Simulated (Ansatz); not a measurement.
# WS2 (Tungstenite): the gap up the ladder of methods

Aim: the gap of WS2 (Tungstenite) at several levels of theory on one structure, with the time that each takes.

Calculated with Ansatz 0.2.0; density functionals, hybrids and G0W0, plane waves, PAW.

The database entry behind the starting cell differs from later determinations by our own check (an axis about 1.4 % long against later determinations), so it need not match the best structure at ambient conditions.

**1. Set-up**

Symmetry: P6_3/mmc, No. 194, hexagonal system. The conventional cell has a = 3.180 Å, b = 3.180 Å, c = 12.500 Å, α = 90.00°, β = 90.00°, γ = 120.00°. W has 6 S at 2.41 Å nearest. Nearest to S lie 3 W at 2.41 Å. Farther neighbours and most contacts between anions are not listed.

Structure file:

```cif
data_structure
_symmetry_space_group_name_H-M 'P6_3/mmc'
_symmetry_Int_Tables_number 194
_cell_length_a 3.1800
_cell_length_b 3.1800
_cell_length_c 12.5000
_cell_angle_alpha 90.000
_cell_angle_beta 90.000
_cell_angle_gamma 120.000
_cell_volume 109.47
loop_
_atom_site_label
_atom_site_type_symbol
_atom_site_symmetry_multiplicity
_atom_site_Wyckoff_symbol
_atom_site_fract_x
_atom_site_fract_y
_atom_site_fract_z
_atom_site_occupancy
W1 W 2 c 0.33333 0.66667 0.25000 1
S1 S 4 f 0.33333 0.66667 0.62500 1
```

The cell and positions come from the Crystallography Open Database and are kept as given unless a step says otherwise. Spin-orbit coupling is left out unless a step names it. The default PAW set here is soft_2. Its files were made with PBE.

**2. LDA on the 12×12×2 mesh**

This step: DFT, LDA, plane waves, PAW.

input.yaml reads:

```yaml
crystal:
  lattice:
    - [3.18, 0.0, 0.0]
    - [-1.59, 2.753960784, 0.0]
    - [0.0, 0.0, 12.5]
  atoms:
    - { symbol: W, position: [0.3333333333, 0.6666666667, 0.25] }
    - { symbol: W, position: [0.6666666667, 0.3333333333, 0.75] }
    - { symbol: S, position: [0.3333333333, 0.6666666667, 0.625] }
    - { symbol: S, position: [0.6666666667, 0.3333333333, 0.125] }
    - { symbol: S, position: [0.3333333333, 0.6666666667, 0.875] }
    - { symbol: S, position: [0.6666666667, 0.3333333333, 0.375] }
kpoints:
  mp_grid: { grid: [12, 12, 2] }
  band_path:
    path:
      - [0.0, 0.0, 0.0]
      - [0.5, 0.0, 0.0]
      - [0.3333333333, 0.3333333333, 0.0]
      - [0.0, 0.0, 0.5]
      - [0.5, 0.0, 0.5]
      - [0.3333333333, 0.3333333333, 0.5]
      - [0.1666666667, 0.1666666667, 0.0]
    npoints: 1
hamiltonian:
  xc: lda
scf:
  occupations: { method: fixed }
  n_extra_bands: 6
output:
  forces: true
  stress: true
  eigenvalues: true
```

On the command line:

```bash
$ ansatz run input.yaml --threads 3 --pin off --max-ram 64512MiB --backend cuda --events-out ev --progress --plain --runs-dir out --devices 1 --max-vram 24GiB  # rebuilt from the run's record
```

Numbers of over 12 decimals in the logs are rounded to 6 here.

Output:

```text
scf.n_extra_bands = 6 over 26 filled bands (N_el = 52.0): the run solves 32 bands
GPUs: using 1 of 1 available (devices: 1).
Engine: ansatz 0.2.0, x86_64-unknown-linux-gnu
Pseudopotentials: kind: paw
Pseudopotential: W, paw, valence charge 14, recommended cutoff 420 eV (normal), W.paw.azcp
Pseudopotential: S, paw, valence charge 6, recommended cutoff 420 eV (normal), S.paw.azcp
Functional definition: SPW92
  exchange = slater_x
  correlation = pw_c
device memory: the entry about to start is reckoned to put 2.7 GiB on a device that reports 64.2 GiB free (of which the cap on the GPU budget leaves the run 24.0 GiB)
GPU FFT provider: cuFFT
GPU libraries: cuBLAS 13.8.2, cuFFT 12.4.0, cuSOLVER 12.3.4
Crystal: 6 atoms, lattice volume = 109.470 Å³
Basis set: ecut = 420 eV, 2129 PW (Γ)
Bands: 32, of which v1, the nominal top of the filled ones, is band 26 counted from 1 (25 counted from 0)
Symmetry: 24 space group operations
Space group: P63/mmc (ITA 194), of the structure as read, at distance tolerance 4.8e-5 Å
k-points: 38 of 288
Non-local potential: W, projectors of the file, l = 0: 3, l = 1: 2, l = 2: 2, l = 3: 1
Non-local potential: S, projectors of the file, l = 0: 2, l = 1: 2, l = 2: 2
PAW form: soft (Blöchl's): semilocal exchange-correlation on the pseudo side does not see the compensation charge
PAW frozen core: W, regenerated for the run's functional, and the local potential with it (the file was generated under x = pbe(κ = 0.804, μ = 0.219515), c = pbe(β = 0.066725))
PAW frozen core: S, regenerated for the run's functional, and the local potential with it (the file was generated under x = pbe(κ = 0.804, μ = 0.219515), c = pbe(β = 0.066725))
PAW one-centre angular grid: W, 590 points (default); XC on 64 Gauss nodes
PAW one-centre angular grid: S, 110 points (default); XC on 64 Gauss nodes
Initial density: superposition of atomic densities (neutral atoms: chi_scale 0, normalization atom), corrected by the library's trained network
Initial wavefunctions: pseudopotential atomic-orbital guess
GPU buffer pool allocated for 51840 grid points (all kernels)
GPU transforms: local potential and band sums: pruned to the plane-wave sphere, on 24×24×90
Functional: x = slater, c = lda
SCF iter   1: F=—  HF=-23743.323919 eV  |F-HF|=—  |Δ(HF+E_count)|=         —  Δρ=1.00e-2  dr2=1.86e-1  ethr=1.77e-3  ⟨swp⟩=5.0  Hψ=4915  notcnv=0  defer=122
preconditioner: auto → Resta (q_TF=auto, 2.410 Å⁻¹)  ε∞=7.7  [insulator: Δε(μ)=0.971 eV  Ē_g=8.236 eV  n_scr=26 (ndim 8)  ℏωp=21.3 eV  f_vac=0.025  ε∞_Penn≈7.7]
SCF iter   2: F=—  HF=-23743.296466 eV  |F-HF|=—  |Δ(HF+E_count)|=   2.75e-2  Δρ=3.94e-3  dr2=7.91e-3  ethr=3.58e-4  ⟨swp⟩=2.1  Hψ=1689  notcnv=0  defer=146
SCF iter   3: F=—  HF=-23743.295979 eV  |F-HF|=—  |Δ(HF+E_count)|=   4.87e-4  Δρ=2.20e-3  dr2=2.40e-3  ethr=1.52e-5  ⟨swp⟩=2.0  Hψ=1658  notcnv=0  defer=150
SCF iter   4: F=—  HF=-23743.296022 eV  |F-HF|=—  |Δ(HF+E_count)|=   4.33e-5  Δρ=7.36e-4  dr2=3.26e-4  ethr=4.62e-6  ⟨swp⟩=1.0  Hψ=1178  notcnv=0  defer=146
SCF iter   5: F=—  HF=-23743.295981 eV  |F-HF|=—  |Δ(HF+E_count)|=   4.07e-5  Δρ=1.20e-4  dr2=1.87e-5  ethr=6.27e-7  ⟨swp⟩=1.9  Hψ=1751  notcnv=0  defer=71
SCF iter   6: F=—  HF=-23743.296064 eV  |F-HF|=—  |Δ(HF+E_count)|=   8.26e-5  Δρ=1.34e-5  dr2=3.22e-7  ethr=3.60e-8  ⟨swp⟩=2.2  Hψ=1604  notcnv=0  defer=45
SCF iter   7: F=-23743.296064 eV  HF=-23743.296064 eV  |F-HF|=1.53e-10  |Δ(HF+E_count)|=   4.13e-8  Δρ=2.61e-6  dr2=9.56e-9  ethr=1.92e-10  ⟨swp⟩=9.5  Hψ=6059  notcnv=0
SCF 1 converged in 7 iterations: F = -23743.296064 eV  dr2 = 9.56e-9
[...]
device memory: the entry about to start is reckoned to put 1.6 GiB on a device that reports 64.2 GiB free (of which the cap on the GPU budget leaves the run 24.0 GiB)
NSCF: frozen V_eff on 7 k-points
SCF converged after 7 iterations
Free energy (F): -23743.296064 eV
Harris-Foulkes:  -23743.296064 eV  (|F-HF|=1.53e-10)
Internal energy: -23743.296064 eV  (E = F + TS)
E sigma→0 (E₀):  -23743.296064 eV
Fermi energy:    10.994046 eV
--- Per-component energies (eV) ---
  E_band       = -408.613454
  E_kinetic    = 1333.452500
  E_local      = -3659.624657  (includes V_loc(G=0)·N_el)
  E_nonlocal   = 130.251046
  E_hartree    = 1450.580135
  E_xc         = -916.851913
  E_vxc        = -831.068900  (∫ρ·V_xc dr)
  E_paw        = -18894.519027  (= ΣΔE_a)
  E_vpaw       = -282.781359  (= ΣTr[D̂ρ^β])
  E_aug_tail   = -0.000129  (compensation charges beyond the density's cutoff)
  E_ewald      = -3187.763116
  E_core_change = 1.179096  (= ΣΔE_core)
  E_smearing   = -0.000000  (= −TS)
  E_closure    = -0.000000  (closes the sum)
  Σ components = -23743.296064   (vs F -23743.296064, Δ=0.00e0)
--- Forces (eV/Å), atoms counted from 1 ---
  atom   1  W      0.00000000     0.00000000     0.00000000
  atom   2  W      0.00000000    -0.00000000    -0.00000000
  atom   3  S      0.00000000     0.00000000     0.35767568
  atom   4  S      0.00000000    -0.00000000     0.35767568
  atom   5  S      0.00000000     0.00000000    -0.35767568
  atom   6  S      0.00000000    -0.00000000    -0.35767568
  max |Σ_I F_I| component: 2.22e-16 eV/Å
--- Stress (GPa, compression-positive) ---
       -6.255919       0.000000      -0.000000
        0.000000      -6.255919      -0.000000
       -0.000000      -0.000000      -4.358789
  P = ⅓ Tr σ = -5.6235 GPa (-56.235 kbar)
--- Band table (eV; the first three rows and the last of 38) ---
  k-point 0: bands = [... 22 lower, 8.7349, 9.4767, 9.8470, 10.9940, 13.2210, 13.2210, 13.2288, 13.2288, ... 2 higher]
  k-point 1: bands = [... 22 lower, 8.7137, 8.7137, 10.6883, 10.6883, 13.2183, 13.2183, 13.2183, 13.2183, ... 2 higher]
  k-point 2: bands = [... 22 lower, 8.7722, 9.6520, 9.8557, 10.7768, 13.1044, 13.1195, 13.1642, 13.2207, ... 2 higher]
  k-point 37: bands = [... 22 lower, 7.9976, 7.9976, 10.3085, 10.3085, 12.1223, 12.1223, 13.5521, 13.5521, ... 2 higher]
```

Run time: 4.3 s. Hardware: 1 × NVIDIA H100 80GB HBM3 (shared by 3 runs) with 3 threads of AMD EPYC 7R13 (Zen 3), shared host; peak memory 0.97 GiB; 3 s of CPU time.

The column dr2 measures how far the density is from self-consistency, as an energy; F and HF (Harris–Foulkes) agree once it is small.

Numbers from this step:

| Property | Result |
| --- | --- |
| pressure | -5.624 GPa |
| gap | 0.9696 eV |
| valence top at | Γ |
| conduction bottom at | k = (0.167, 0.167, 0.000) |
| least direct gap | 1.716 eV |

Over mesh and listed points the gap is 0.970 eV, from k = Γ to k = (0.167, 0.167, 0.000). The least direct gap found is 1.716 eV, at k = (0.333, 0.333, 0.000). The pressure in this cell is -6 GPa; the cell is kept.

**3. PBE on the 12×12×2 mesh**

Levels along a band path and on the mesh show where this functional puts the band edges.

This step: DFT, PBE, plane waves, PAW.

input.yaml, as its differences from that of step 2:

```diff
@@ -16,14 +16,10 @@
     path:
-      - [0.0, 0.0, 0.0]
-      - [0.5, 0.0, 0.0]
-      - [0.3333333333, 0.3333333333, 0.0]
-      - [0.0, 0.0, 0.5]
-      - [0.5, 0.0, 0.5]
-      - [0.3333333333, 0.3333333333, 0.5]
-      - [0.1666666667, 0.1666666667, 0.0]
-    npoints: 1
+      - [[0.0, 0.0, 0.0], [0.5000000000023, -3.133194478323e-12, 0.0], [0.3333333333349, 0.3333333333286, 0.0], [0.0, 0.0, 0.0], [0.0, 0.0, 0.5], [0.5000000000023, -3.133194478323e-12, 0.5], [0.3333333333349, 0.3333333333286, 0.5], [0.0, 0.0, 0.5]]
+      - [[0.5000000000023, -3.133194478323e-12, 0.5], [0.5000000000023, -3.133194478323e-12, 0.0]]
+      - [[0.3333333333349, 0.3333333333286, 0.5], [0.3333333333349, 0.3333333333286, 0.0]]
+    npoints: 10
 hamiltonian:
-  xc: lda
+  xc: pbe
 scf:
-  occupations: { method: fixed }
+  occupations: { method: fermi_dirac, width: 0.02 }
   n_extra_bands: 6
@@ -33 +29,5 @@
   eigenvalues: true
+  write_density: true
+  write_potential: true
+  elf: true
+  volumetric_format: npy
```

Output:

```text
[...]
GPUs: using 1 of 1 available (devices: 1).
[...]
GPU FFT provider: cuFFT
GPU libraries: cuBLAS 13.8.2, cuFFT 12.4.0, cuSOLVER 12.3.4
Crystal: 6 atoms, lattice volume = 109.470 Å³
Basis set: ecut = 420 eV, 2129 PW (Γ), exchange–correlation on 48×48×180 points (8 copies of the dense FFT grid, shifted against one another)
Bands: 32, of which v1, the nominal top of the filled ones, is band 26 counted from 1 (25 counted from 0)
Symmetry: 24 space group operations
[...]
k-points: 38 of 288
[...]
GPU buffer pool allocated for 51840 grid points (all kernels)
[...]
SCF iter   1: F=—  HF=-24382.790659 eV  |F-HF|=—  |Δ(HF+E_count)|=         —  Δρ=5.08e-3  dr2=1.58e-2  ethr=1.77e-3  ⟨swp⟩=6.8  Hψ=5856  notcnv=0
[...]
atom   1  W      0.00000000     0.00000000     0.00000000
  atom   2  W      0.00000000    -0.00000000    -0.00000000
  atom   3  S     -0.00000000     0.00000000    -0.12938496
  atom   4  S     -0.00000000    -0.00000000    -0.12938496
  atom   5  S     -0.00000000     0.00000000     0.12938496
  atom   6  S     -0.00000000    -0.00000000     0.12938496
  max |Σ_I F_I| component: 6.94e-18 eV/Å
--- Stress (GPa, compression-positive) ---
        1.662283      -0.000000      -0.000000
        0.000000       1.662283      -0.000000
       -0.000000      -0.000000       3.507954
  P = ⅓ Tr σ = 2.2775 GPa (22.775 kbar)
--- Band table (eV; the first three rows and the last of 38) ---
  k-point 0: bands = [... 22 lower, 8.9992, 9.6947, 10.1737, 11.2656, 13.5107, 13.5107, 13.5185, 13.5185, ... 2 higher]
  k-point 1: bands = [... 22 lower, 8.9779, 8.9779, 10.9618, 10.9618, 13.5075, 13.5075, 13.5075, 13.5075, ... 2 higher]
  k-point 2: bands = [... 22 lower, 9.0316, 9.8655, 10.1766, 11.0492, 13.4090, 13.4104, 13.4680, 13.4953, ... 2 higher]
  k-point 37: bands = [... 22 lower, 8.2313, 8.2313, 10.6058, 10.6058, 12.4366, 12.4366, 13.9181, 13.9181, ... 2 higher]
[key lines of the parts left out:]
SCF converged after 6 iterations
Free energy (F): -24382.800044 eV
Fermi energy:    11.770600 eV
```

The job ended after 4.4 s (1 × NVIDIA H100 80GB HBM3 (shared by 3 runs) with 3 threads; peak memory 1 GiB).

Numbers from this step:

```yaml
pressure: 2.278 GPa
filled_bands: 26
gap: 1.046 eV
valence_top_at: Γ
conduction_bottom_at: k = (0.167, 0.167, 0.000)
least_direct_gap: 1.739 eV
```

Over mesh and path the gap is 1.046 eV, from k = Γ to k = (0.167, 0.167, 0.000). The least direct gap found is 1.739 eV, at k = (0.333, 0.333, 0.000). PBE against LDA: 1.046 − 0.970 = +0.076 eV, with the same mesh, files and cutoff, and both edges at the same k points.

**4. PBE+SOC on the 12×12×2 mesh**

This run has two-component orbitals with spin-orbit coupling.

This step: DFT, PBE with spin-orbit coupling, plane waves, PAW.

input.yaml, the sections that differ from step 3:

```yaml
kpoints:
  mp_grid: { grid: [12, 12, 2] }
  band_path:
    path:
      - [0.0, 0.0, 0.0]
      - [0.5, 0.0, 0.0]
      - [0.3333333333, 0.3333333333, 0.0]
      - [0.0, 0.0, 0.5]
      - [0.5, 0.0, 0.5]
      - [0.3333333333, 0.3333333333, 0.5]
      - [0.1666666667, 0.1666666667, 0.0]
    npoints: 1
scf:
  occupations: { method: fermi_dirac, width: 0.02 }
  n_extra_bands: 12
magnetization:
  noncollinear: true
  spin_orbit: true
output:
  forces: true
  stress: true
  eigenvalues: true
# crystal, hamiltonian: as in step 3
```

Output:

```text
[...]
GPUs: using 1 of 1 available (devices: 1).
[...]
non-collinear run that drives no moment, with spin-orbit: no starting moment large enough to seed its density (crystal.atoms[].spin), no starting occupations that ask for one, no magnetisation constraint and no magnetic field, so the semilocal B_xc is pinned to zero
[...]
k-point 1: bands = [... 48 lower, 10.9816, 10.9816, 10.9816, 10.9816, 13.4376, 13.4376, 13.4376, 13.4376, ... 8 higher]
  k-point 2: bands = [... 48 lower, 10.2099, 10.2099, 11.0676, 11.0676, 13.2910, 13.2910, 13.3390, 13.3390, ... 8 higher]
  k-point 37: bands = [... 48 lower, 10.4026, 10.4026, 10.8283, 10.8283, 12.4035, 12.4035, 12.4325, 12.4325, ... 8 higher]
[key lines of the parts left out:]
SCF converged after 9 iterations
Magnetization: |M| = 0.0000 μB,  M = (+0.0000, +0.0000, +0.0000) μB
Free energy (F): -24432.011984 eV
Fermi energy:    11.765616 eV
P = ⅓ Tr σ = 2.2186 GPa (22.186 kbar)
```

Elapsed: 5.5 s, on 1 × NVIDIA H100 80GB HBM3 (shared by 3 runs) with 3 threads; peak memory 1 GiB.

This step gave:

```yaml
pressure: 2.219 GPa
gap: 0.9964 eV
valence_top_at: Γ
conduction_bottom_at: k = (0.167, 0.167, 0.000)
least_direct_gap: 1.545 eV
```

Over mesh and listed points the gap is 0.996 eV, from k = Γ to k = (0.167, 0.167, 0.000). The least direct gap found is 1.545 eV, at k = (0.333, 0.333, 0.000). PBE+SOC against PBE: 0.996 − 1.046 = −0.050 eV, with the same mesh, set of files (read in its fully relativistic form for the spin-orbit run) and cutoff, and both edges at the same k points. The spin-orbit run sees mesh and listed points alone, so its gap is an upper bound: the coupling can move an edge off these points, and the change over the zone, its sign included where it is small, is not known.

**5. r2SCAN on the 12×12×2 mesh**

r2SCAN is a meta-GGA: it depends on the kinetic-energy density as well as on the density and its gradient.

This step: DFT, r2SCAN, plane waves, PAW.

input.yaml, as its differences from that of step 4:

```diff
@@ -25,9 +25,6 @@
 hamiltonian:
-  xc: pbe
+  xc: r2scan
 scf:
-  occupations: { method: fermi_dirac, width: 0.02 }
-  n_extra_bands: 12
-magnetization:
-  noncollinear: true
-  spin_orbit: true
+  occupations: { method: fixed }
+  n_extra_bands: 6
 output:
```

Output:

```text
[...]
GPUs: using 1 of 1 available (devices: 1).
[...]
GPU FFT provider: cuFFT
GPU libraries: cuBLAS 13.8.2, cuFFT 12.4.0, cuSOLVER 12.3.4
Crystal: 6 atoms, lattice volume = 109.470 Å³
Basis set: ecut = 500 eV, 2775 PW (Γ), exchange–correlation on 96×96×384 points (64 copies of the dense FFT grid, shifted against one another)
[...]
k-point 0: bands = [... 22 lower, 8.7241, 9.4355, 10.0121, 11.1391, 13.5357, 13.5357, 13.5444, 13.5444, ... 2 higher]
  k-point 1: bands = [... 22 lower, 8.7018, 8.7018, 10.8138, 10.8138, 13.5313, 13.5313, 13.5313, 13.5313, ... 2 higher]
  k-point 2: bands = [... 22 lower, 8.7582, 9.6138, 10.0116, 10.9152, 13.4192, 13.4509, 13.4893, 13.5081, ... 2 higher]
  k-point 37: bands = [... 22 lower, 7.9244, 7.9244, 10.4338, 10.4338, 12.3871, 12.3871, 13.9480, 13.9480, ... 2 higher]
[key lines of the parts left out:]
SCF converged after 7 iterations
Free energy (F): -24423.285665 eV
Fermi energy:    11.139111 eV
P = ⅓ Tr σ = 0.2331 GPa (2.331 kbar)
```

The job ended after 13 s (1 × NVIDIA H100 80GB HBM3 (shared by 3 runs) with 3 threads; peak memory 1.1 GiB; 18 s of CPU time).

This step gave:

* pressure: 0.2331 GPa
* gap: 1.154 eV
* valence top at: Γ
* conduction bottom at: k = (0.167, 0.167, 0.000)
* least direct gap: 1.862 eV

Over mesh and listed points the gap is 1.154 eV, from k = Γ to k = (0.167, 0.167, 0.000). The least direct gap found is 1.862 eV, at k = (0.333, 0.333, 0.000). r2SCAN against PBE: 1.154 − 1.046 = +0.108 eV. The runs also differ in plane-wave cutoff (420 eV and 500 eV), so how much of this comes from the functional alone is not known.

**6. HSE06 on the 6×6×2 mesh**

HSE06 mixes in a quarter of exact exchange at short range.

This step: DFT, HSE06, plane waves, PAW.

input.yaml, as its differences from that of step 5:

```diff
@@ -13,3 +13,3 @@
 kpoints:
-  mp_grid: { grid: [12, 12, 2] }
+  mp_grid: { grid: [6, 6, 2] }
   band_path:
@@ -25,3 +25,3 @@
 hamiltonian:
-  xc: r2scan
+  xc: hse06
 scf:
```

Output:

```text
[...]
--- Band table (eV; the first three rows and the last of 14) ---
  k-point 0: bands = [... 22 lower, 8.4101, 9.0527, 9.7501, 10.9369, 13.8776, 13.8776, 13.8864, 13.8864, ... 2 higher]
  k-point 1: bands = [... 22 lower, 8.3856, 8.3856, 10.5873, 10.5873, 13.8710, 13.8710, 13.8710, 13.8710, ... 2 higher]
  k-point 2: bands = [... 22 lower, 8.2808, 9.1473, 9.6303, 10.0432, 13.1020, 13.5460, 13.7367, 13.7606, ... 2 higher]
  k-point 13: bands = [... 22 lower, 7.4381, 7.4381, 10.2497, 10.2497, 12.5648, 12.5648, 14.3289, 14.3289, ... 2 higher]
[key lines of the parts left out:]
Free energy (F): -24386.871081 eV
Fermi energy:    10.936857 eV
P = ⅓ Tr σ = -2.1683 GPa (-21.683 kbar)
```

The job ended after 56 s (1 × NVIDIA H100 80GB HBM3 (shared by 3 runs) with 3 threads; peak memory 2.3 GiB; 77 s of CPU time).

Numbers from this step:

| Quantity | Value |
| --- | --- |
| gap | 1.578 eV |
| valence top at | Γ |
| conduction bottom at | k = (0.167, 0.167, 0.000) |
| least direct gap | 2.218 eV |
| exact-exchange fraction | 0.25 |

Over mesh and listed points the gap is 1.578 eV, from k = Γ to k = (0.167, 0.167, 0.000). The least direct gap found is 2.218 eV, at k = (0.333, 0.333, 0.000). HSE06 against PBE: 1.578 − 1.046 = +0.532 eV. The runs also differ in mesh (12×12×2 and 6×6×2), so how much of this comes from the functional alone is not known. The program's warnings for this run: stress exchange threshold loose; stress scf threshold loose.

(Continued in part 2 of 2.)

[Paths, hosts, dates, memory and timing lines, banners, echoed tables and standing remarks are left out of the program output.]

[Logs are printed without paths, hosts, clocks, repeated set-up lines and the standing remarks that a program may print on its own settings, such as how far it seeks lower states.]

[Runs of the session that timed out or met a known fault of the program may be left out.]

[Cells called generated may have been cut or substituted from an entry of the Crystallography Open Database or the Materials Project.]

[Hosts, paths, dates, database ids (printed as entryN), source tags and the programs' standing remarks are cut or masked in the printed files.]

[Where an RPA ε∞ is given, it is that of the G0W0 mesh and is not shown converged in it. Names of k-points follow the symmetry that the program found, which can be lower than the space group named. Band edges on a path are those of the sampled points; other points can move an edge, and change direct to indirect where valleys lie close.]

[Hybrid gaps are those of their k-mesh and are not shown converged in it.]
